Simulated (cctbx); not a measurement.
# Finding the light atoms

Cell a = 8.6540 Å, b = 4.4400 Å, c = 8.9300 Å, α = 90.00°, β = 90.00°, γ = 90.00°; space group Pnma (no. 62); content K4 Cl4 O4 H8. The heavier atoms are placed; H is still missing.

Simulated single-crystal data (cctbx): Cu Kα, λ = 1.54184 Å, to d = 0.8 Å, 95 % of the full sphere, strongest reflection 20000 counts, noise from counting, a 2 % proportional error and a noise floor of 4 counts (s.d.); no absorption.

Refinement without H (map in e/Å³):

```text
Rint 0.027, 399 unique reflections to 0.80 A
cycle     R1     wR2    GooF  max shift (A)
   1  0.1025  0.2233  10.699   0.03413
   2  0.0245  0.0622   2.979   0.00001
final R1 0.0245 wR2 0.0622 GooF 2.979  parameters 9  data/parameter 44.3
atom        x        y        z      Ueq    occ   su(xyz)  su(Uiso or U11)
K1     0.23435  0.25000  0.46041   0.0123  1.000  0.00008  0.0002
Cl1    0.40016  0.25000  0.14782   0.0139  1.000  0.00009  0.0002
O1     0.99235  0.25000  0.79947   0.0205  1.000  0.00028  0.0005
difference map: max 0.88 min -0.40 rms 0.09
Q1    0.0218  0.0813  0.7344    8    0.89  0.98 A from O1
Q2    0.9987  0.2500  0.8470    4    0.60  0.43 A from O1
Q3    0.0599  0.7500  0.6027    4    0.27  0.53 A from Cl1
Q4    0.1305  0.7500  0.6723    4    0.25  0.34 A from Cl1
Q5    0.0817  0.2500  0.6617    4    0.18  1.45 A from O1
Q6    0.2321  0.7500  0.9655    4    0.18  0.29 A from K1
Q7    0.2088  0.7500  0.5867    4    0.16  1.09 A from Cl1
Q8    0.0995  0.2500  0.7419    4    0.15  1.06 A from O1
```

Simulated single-crystal data (cctbx): neutrons of λ = 0.84 Å, to d = 0.8 Å, 95 % of the full sphere, strongest reflection 5000 counts, noise from counting, a 2 % proportional error and a noise floor of 4 counts (s.d.); no absorption.

Refinement without H (map in fm/Å³; only maxima are listed):

```text
Rint 0.043, 399 unique reflections to 0.80 A
cycle     R1     wR2    GooF  max shift (A)
   1  0.3436  0.6467  21.382   0.04559
   2  0.3089  0.5759  19.041   0.00014
final R1 0.3089 wR2 0.5759 GooF 19.041  parameters 9  data/parameter 44.3
atom        x        y        z      Ueq    occ   su(xyz)  su(Uiso or U11)
K1     0.23538  0.25000  0.46119   0.0035  1.000  0.00186  0.0034
Cl1    0.39982  0.25000  0.14783   0.0051  1.000  0.00077  0.0022
O1     0.99333  0.25000  0.79980   0.0144  1.000  0.00145  0.0029
difference map: max 10.21 min -17.91 rms 1.32
Q1    0.0940  0.7500  0.6512    4   10.64  0.06 A from Cl1
Q2    0.9947  0.2500  0.7954    4    7.53  0.04 A from O1
Q3    0.2302  0.2500  0.4559    4    4.38  0.07 A from K1
Q4    0.0300  0.2500  0.0562    4    2.77  2.31 A from O1
Q5    0.0334  0.2500  0.4254    4    2.56  1.33 A from Cl1
Q6    0.0727  0.1127  0.6625    8    2.14  1.53 A from O1
Q7    0.0681  0.0850  0.8198    8    2.07  0.99 A from O1
Q8    0.0158  0.0461  0.3224    8    1.87  1.38 A from Cl1
```

**Question.** Where is H, and which data fix it better?

H sits at (0.4732, 0.5768, 0.2375). Adding it takes R1 from 0.025 to 0.014 with X-rays and from 0.309 to 0.026 with neutrons. Its largest coordinate s.u. is 0.00375 with X-rays and 0.00035 with neutrons, so neutrons fix it better in these data. In the X-ray map Q1 marks it. No listed neutron peak is on it. Natural H has a negative scattering length, so it shows as a hole in the neutron map (minimum -17.9), not among the maxima.

Final neutron refinement:

```text
Rint 0.043, 399 unique reflections to 0.80 A
cycle     R1     wR2    GooF  max shift (A)
   1  0.1529  0.3191  10.606   0.04846
   2  0.0262  0.0548   1.821   0.00009
final R1 0.0262 wR2 0.0548 GooF 1.821  parameters 13  data/parameter 30.7
atom        x        y        z      Ueq    occ   su(xyz)  su(Uiso or U11)
K1     0.23441  0.25000  0.46049   0.0125  1.000  0.00017  0.0003
Cl1    0.40010  0.25000  0.14775   0.0141  1.000  0.00007  0.0002
O1     0.99212  0.25000  0.80030   0.0208  1.000  0.00012  0.0003
H1     0.47309  0.57697  0.23774   0.0339  1.000  0.00035  0.0003
difference map: max 1.08 min -0.76 rms 0.09
Q1    0.0225  0.7500  0.2533    4    1.09  0.50 A from O1
Q2    0.0044  0.2500  0.8522    4    0.87  0.48 A from O1
Q3    0.0536  0.7500  0.5950    4    0.31  0.62 A from Cl1
Q4    0.0915  0.6400  0.6370    8    0.25  0.50 A from Cl1
Q5    0.1145  0.2500  0.7707    4    0.25  1.09 A from O1
Q6    0.1695  0.2500  0.8704    4    0.24  1.66 A from O1
```

The model was made for the exercise: a known structure type with other elements put in, its volume estimated, not relaxed; displacement parameters are assumed.

[Middle refinement cycles are left out of these outputs.]

[Logs are printed without paths, hosts, clocks, repeated set-up lines and the standing remarks that a program may print on its own settings, such as how far it seeks lower states.]
